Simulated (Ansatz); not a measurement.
# Formation energy and levels of the substitutional impurity B_Mg in MgO (Fm-3m)

Charge states of B_Mg in MgO (Fm-3m), set against the band edges. Model: a cell of 54 host atoms with 1 Mg taken out and 1 B put in.

Calculated with Ansatz 0.2.0; place-levels on r2SCAN runs: charge-transition levels and formation energies with image-charge correction and potential alignment at the atomic sites; PAW set soft_1.

Experimental background.

“Electronic structure of alkaline earth and post-transition metal oxides” (2009, arxiv:0908.1581) quotes from earlier work for MgO, rocksalt (bulk crystal): band gap (literature experimental gap) 7.83 eV [Literature value based on experiment; other listed experimental values range from 7.7 to …].

This is a report of a sequence of runs, with most program output left out.

## 1. Set-up

The cell holds 54 atoms: 26 Mg, 27 O and 1 B. Cell: a = 8.925 Å, b = 8.925 Å, c = 8.925 Å, α = 60.0°, β = 60.0°, γ = 60.0°. It derives from MgO (space group Fm-3m). Nearest the centre at fractional (0.667, 0.667, 0.333): B51 at 0.00 Å, O28 at 2.10 Å, O44 at 2.10 Å, O32 at 2.10 Å, O34 at 2.10 Å, O46 at 2.10 Å, O50 at 2.10 Å, Mg9 at 2.98 Å.

As a file:

```xyz
54
Lattice="0.0000 6.3112 6.3112 6.3112 0.0000 6.3112 6.3112 6.3112 0.0000" Properties=species:S:1:pos:R:3 pbc="T T T"
Mg    0.0000    0.0000    0.0000
O     2.1037    2.1037    2.1037
Mg    2.1037    2.1037    0.0000
O     4.2075    4.2075    2.1037
Mg    4.2075    4.2075    0.0000
O     6.3112    6.3112    2.1037
Mg    2.1037    0.0000    2.1037
O     4.2075    2.1037    4.2075
Mg    4.2075    2.1037    2.1037
O     6.3112    4.2075    4.2075
Mg    6.3112    4.2075    2.1037
O     8.4150    6.3112    4.2075
Mg    4.2075    0.0000    4.2075
O     6.3112    2.1037    6.3112
Mg    6.3112    2.1037    4.2075
O     8.4150    4.2075    6.3112
Mg    8.4150    4.2075    4.2075
O    10.5187    6.3112    6.3112
Mg    0.0000    2.1037    2.1037
O     2.1037    4.2075    4.2075
Mg    2.1037    4.2075    2.1037
O     4.2075    6.3112    4.2075
Mg    4.2075    6.3112    2.1037
O     6.3112    8.4150    4.2075
Mg    2.1037    2.1037    4.2075
O     4.2075    4.2075    6.3112
Mg    4.2075    4.2075    4.2075
O     6.3112    6.3112    6.3112
Mg    6.3112    6.3112    4.2075
O     8.4150    8.4150    6.3112
Mg    4.2075    2.1037    6.3112
O     6.3112    4.2075    8.4150
Mg    6.3112    4.2075    6.3112
O     8.4150    6.3112    8.4150
Mg    8.4150    6.3112    6.3112
O    10.5187    8.4150    8.4150
Mg    0.0000    4.2075    4.2075
O     2.1037    6.3112    6.3112
Mg    2.1037    6.3112    4.2075
O     4.2075    8.4150    6.3112
Mg    4.2075    8.4150    4.2075
O     6.3112   10.5187    6.3112
Mg    2.1037    4.2075    6.3112
O     4.2075    6.3112    8.4150
Mg    4.2075    6.3112    6.3112
O     6.3112    8.4150    8.4150
Mg    6.3112    8.4150    6.3112
O     8.4150   10.5187    8.4150
Mg    4.2075    4.2075    8.4150
O     6.3112    6.3112   10.5187
B     6.3112    6.3112    8.4150
O     8.4150    8.4150   10.5187
Mg    8.4150    8.4150    8.4150
O    10.5187   10.5187   10.5187
```

The host's dielectric constants go in as inputs: 3.24 for the electrons alone, 10.37 with the ions, from a response run on this crystal (DFPT, PBEsol) at that run's own cell.

The cell's shortest repeat is 8.9 Å.

## 2. The runs of each charge state

A transition level is the Fermi level at which two charge states cost the same, so each charge needs its own total energy, at its own relaxed structure.

Random displacements of about 0.05 Å break the site symmetry at the start, so that the relaxation can reach a distorted minimum if there is one. Forces are taken at one point at (¼, ¼, ¼). The cell holds 1 electron more than the neutral one, with a uniform background that keeps it neutral on the whole.

The sampling was tested on the host first: at the k-points planned (1x1x1 shifted 0.25 0.25 0.25) its energy lies 0.020 eV an atom from the dense-mesh value, under the bound of 0.02 eV set for this test; that bounds the host's error, not the defect's.

One state's input; the others differ in charge, spin, start and seed, and in occupations where the table says so.

Contents of qm1.relax/input.yaml:

```yaml
crystal:
  lattice:
    - [0.0, 2.10374764, 2.10374764]
    - [2.10374764, 0.0, 2.10374764]
    - [2.10374764, 2.10374764, 0.0]
  atoms:
    - { symbol: Mg, position: [0.0, 0.0, 0.0] }
    - { symbol: O, position: [0.5, 0.5, 0.5] }
  supercell: [3, 3, 3]
  defects: [{ substitution: { at: 50, symbol: B } }]
total_charge: -1
basis:
  ecutwfc: 500
  xc_grid: 2
hamiltonian:
  xc: r2scan
  pseudopotentials: { kind: paw, azcp: { folder: soft_1 } }
kpoints:
  mp_grid: { grid: [1, 1, 1], shift: [0.25, 0.25, 0.25] }
scf:
  occupations: { method: fixed }
  max_iter: 80
output:
  forces: true
  charged_corrections: { epsilon: 3.24, static_epsilon: 10.37 }
relax:
  f_tol: 0.02
  max_steps: 80
  random_displacement: { amplitude: 0.05, seed: 9708 }
checkpoint:
  write: "../qm1.relax.run"
  compress: false
  write_wavefunctions: true
  write_every: 100000
```

Command:

```console
> ansatz run input.yaml --threads 4 --pin off --max-ram 7536MiB --backend cpu --events-out ev --progress --plain --runs-dir out
```

Defect states can disperse in a cell of this size, so the energy is taken again at a 2×2×2 shifted mesh, on the relaxed structure.

The run of this state that the levels use, under r2SCAN:

Contents of qm1.point/input.yaml:

```yaml
crystal:
  checkpoint: "../qm1.relax.run"
  host: checkpoint
total_charge: -1
basis:
  ecutwfc: 500
  xc_grid: 2
hamiltonian:
  xc: r2scan
  pseudopotentials: { kind: paw, azcp: { folder: soft_1 } }
kpoints:
  mp_grid: { grid: [2, 2, 2], shift: [0.5, 0.5, 0.5] }
scf:
  occupations: { method: fermi_dirac, width: 0.01 }
  max_iter: 80
output:
  forces: true
  eigenvalues: true
  charged_corrections:
    epsilon: 3.24
    static_epsilon: 10.37
    defect_position: [0.666667, 0.666667, 0.333333]
  eigenstates: { localisation: true }
  populations: true
  band_densities: [{ bands: [v1, v1] }, { bands: [c1, c1] }]
  write_density: true
  write_potential: true
  volumetric_format: npy
  elf: true
checkpoint:
  read: "../qm1.relax.run"
  write: "../qm1.point.run"
  compress: false
  write_wavefunctions: false
  write_every: 100000
```

Relaxations under r2SCAN at one point at (¼, ¼, ¼); times on 4 threads of Arm Neoverse V1, shared host:

```csv
charge,moment (μB),occupations,outcome,steps,largest displacement against the far atoms (Å),time
−1,0,fixed,converged,12,0.61,2.2 min
0,1,fixed,converged,12,0.69,5.1 min
+1,0,fixed,converged,13,0.92,2.3 min
```

Single points under r2SCAN at a 2×2×2 shifted mesh; times on 4 threads of Arm Neoverse V1, shared host:

```csv
charge,moment (μB),occupations,outcome,time
−1,0,fermi-dirac,converged,68 s
0,1,fermi-dirac,converged,2.4 min
+1,0,fermi-dirac,converged,61 s
```

Distances (Å) from B51 to the nearest atoms after relaxation with r2SCAN:

```csv
charge,moment (μB),1.,2.,3.,4.,5.,6.
−1,0,O 1.53,O 1.53,O 2.41,O 2.41,Mg 2.53,Mg 2.76
0,1,O 1.54,O 1.54,O 1.54,Mg 2.55,Mg 2.55,Mg 2.55
+1,0,O 1.40,O 1.40,O 1.41,Mg 2.44,Mg 2.44,Mg 2.44
```

## 3. place-levels, r2SCAN

A charged cell interacts with its images and the background, and its potential has another zero than the host's. place-levels removes the first by a point-charge model, screened by the static dielectric constant since the ions have relaxed around the charge, and the second by comparing potentials at atoms far from the defect.

The host is a run of the defect-free crystal in the same cutoffs, grids and k-points, so that basis and sampling errors cancel in part in the differences. The host is run in a cell of 2 atoms on a matching mesh. Its band edges are searched through the zone by a band path, so the gap is smaller than, or equal to, that on the mesh. Chemical potentials are energies per atom of Mg (hcp) and B (alpha-rhombohedral (B12)), run with the same functional and cutoff.

Contents of levels.point.yaml:

```yaml
host:
  run: host.point.run
states: [qm1.point.run, q0_M1.point.run, qp1.point.run]
geometry_from:
  qm1.point.run: qm1.relax.run
  q0_M1.point.run: q0_M1.relax.run
  qp1.point.run: qp1.relax.run
chemical_potentials:
  Mg:
    energy: -1926.407918
    dataset: "<sha256 of the dataset>"
  B:
    energy: -156.554104
    dataset: <sha256 of the dataset>
epsilon: 3.24
static_epsilon: 10.37
vertical:
  - { from: qm1.point.run, to: qm1.point_neutral.run }
  - { from: qp1.point.run, to: qp1.point_neutral.run }
```

Command:

```console
> ansatz place-levels levels.point.yaml -- --threads 4 --pin off --max-ram 7536MiB
```

Elapsed: 0.34 s, on 4 threads of Arm Neoverse V1, shared host.

Levels between the charges placed, in eV above the valence top:

```csv
,gap (eV),(+1/0),(0/−1)
r2SCAN,5.68,4.79,5.86
```

Corrections by state:

```csv
charge,moment (μB),image terms and alignment (eV),band filling (eV),ε used,"over the lowest of its charge, as the program ranks them, band filling apart (eV)"
+1,0.0,0.066,-,10.37,0.000
0,1.0,0.000,-,-,0.000
−1,0.0,0.417,-,10.37,0.000
```

The charged structures listed were also run neutral, and place-levels reads from each pair, by the potential or the spins, how wide the charge is by which they differ; that can be the carrier of either run.

```csv
charge,rms radius (Å),spread where it is widest against the cell (Å),wide from (Å),reading
+1,2.4,1.44,1.26,wide
−1,1.6,0.95,1.26,narrow
```

The neutral runs of these pairs need not share the spin of the lowest neutral state, and very wide values only mean spread over the cell.

From the program's caveats on the states, each cut to its opening words:

- charge +1: it parts from the run at its places by a charge that spreads by about 1.4 Å along one vector (1.3 Å or more is wide), by its potential at epsilon 3.24, taken [...]
- charge +1, 0 (1 μB), −1: its alignment with the host at atomic sites is doubtful: the cell is too small to show whether the defect's potential has decayed: take a larger one
- charge +1: the far atoms show a dipole or second moment of the defect's charge, for which the correction takes or leaves out 0.442 eV: further moments aren't read, and [...]
- charge 0 (1 μB): the far atoms show a dipole or second moment of the defect's charge, for which the correction takes or leaves out 0.502 eV: further moments aren't read, and [...]
- charge 0 (1 μB): flagged: stability check not made
- charge −1: the far atoms show a dipole or second moment of the defect's charge, for which the correction takes or leaves out 0.357 eV: further moments aren't read, and [...]

Chemical potentials of the elements' reference phases, run alike. Formation energy by charge state (elemental references; gap 5.68 eV):

```csv
charge,at valence top (eV),at conduction bottom (eV),correction included (eV)
+1,1.18,6.86,0.07
0,5.98,5.98,0.00
−1,11.84,6.16,0.42
```

```csv
Fermi level (eV),lowest formation energy (eV)
0.00,1.18
0.52,1.70
1.03,2.21
1.55,2.73
2.06,3.24
2.58,3.76
3.10,4.28
3.61,4.80
4.13,5.31
4.65,5.83
5.16,5.98
5.68,5.98
```

## 4. The same at the relaxations' own k-points

The relaxations' own energies give the levels at their sampling, for comparison.

Contents of levels.relax_mesh.yaml:

```yaml
host:
  run: host.relax.run
states: [qm1.relax.run, q0_M1.relax.run, qp1.relax.run]
chemical_potentials:
  Mg:
    energy: -1926.407918
    dataset: "<sha256 of the dataset>"
  B:
    energy: -156.554104
    dataset: <sha256 of the dataset>
```

Command:

```console
> ansatz place-levels levels.relax_mesh.yaml -- --threads 4 --pin off --max-ram 7536MiB
```

Wall time 0.12 s (4 threads).

Levels between neighbouring charges, in eV above the valence top:

```csv
,gap (eV),(+1/0),(0/−1)
"one point at (¼, ¼, ¼)",5.66,4.71,5.66
a 2×2×2 shifted mesh,5.68,4.79,5.86
```

Going from one point at (¼, ¼, ¼) to a 2×2×2 shifted mesh moves the levels that carry no band-filling term by up to 0.20 eV and formation energies against the elements by up to 0.34 eV.

## 5. Summary of results

```json
{"gap of the host": "5.68 eV (r2SCAN)", "level (plus 1/0)": "4.79 eV above the valence top", "level (0/minus 1)": "5.86 eV above the valence top, past the conduction bottom", "lowest of the charges placed, just above the valence top (0.02 eV)": "+1", "lowest of the charges placed, just below the conduction bottom (0.02 eV)": "0", "lowest formation energy at mid-gap of the charges run, elemental references": "4.02 eV"}
```

**Reading.** Of the charges placed (−1, 0 and +1), the lowest changes at 4.79 eV (+1/0) above the valence top, in a gap of 5.68 eV. Charges above +1 were not placed, so these runs say nothing of levels that involve them. States placed: +1 at 0 μB; 0 at 1 μB; −1 at 0 μB. Other spin states or structures, where not listed, weren't placed. At charge +1 the atom put in ends up to 0.9 Å from its starting place, so the name tells the start alone and the levels can join different sites. B is taken at its element; compounds, which aren't counted here, bound the chemical potentials and would shift these formation energies. Going from one point at (¼, ¼, ¼) to a 2×2×2 shifted mesh moves the levels that carry no band-filling term by up to 0.20 eV and formation energies against the elements by up to 0.34 eV. The program doubts the alignment of potentials for at least one state, a sign that the cell is small. Limits: the images are only 8.9 Å apart; r2SCAN makes the gap too small and tends to spread out bound carriers; where a gas molecule sets a chemical potential or the host's formation energy, its binding is uncorrected; force components of up to 0.41 eV/Å remain in a run at the final settings.

Comparison with the measured values:

| quantity | measured | r2SCAN |
| --- | --- | --- |
| band gap (least gap of the host) (eV) | 7.83 | 5.68 (-2.15 eV) |

Measured values from arxiv:0908.1581 (2009).

**Verdict.** The band gap is off by -2.15 eV: a clear miss. Local and semilocal functionals usually give gaps below the measured ones. Zero-point and thermal motion shift the measured gap.

[Logs are printed without paths, hosts, clocks, repeated set-up lines and the standing remarks that a program may print on its own settings, such as how far it seeks lower states.]

[Hosts, paths, dates, database ids (printed as entryN), source tags and the programs' standing remarks are cut or masked in the printed files.]

[Where a table of states has a column of steps, it counts the stored structures, which are thinned; the runs took as many ionic steps or more.]

[A defect's name tells the site on which it was built; relaxed atoms can leave that site.]

[For some hosts the program warned that the k-mesh of the response run may be too coarse for force constants and the static dielectric constant; such warnings are not shown here.]
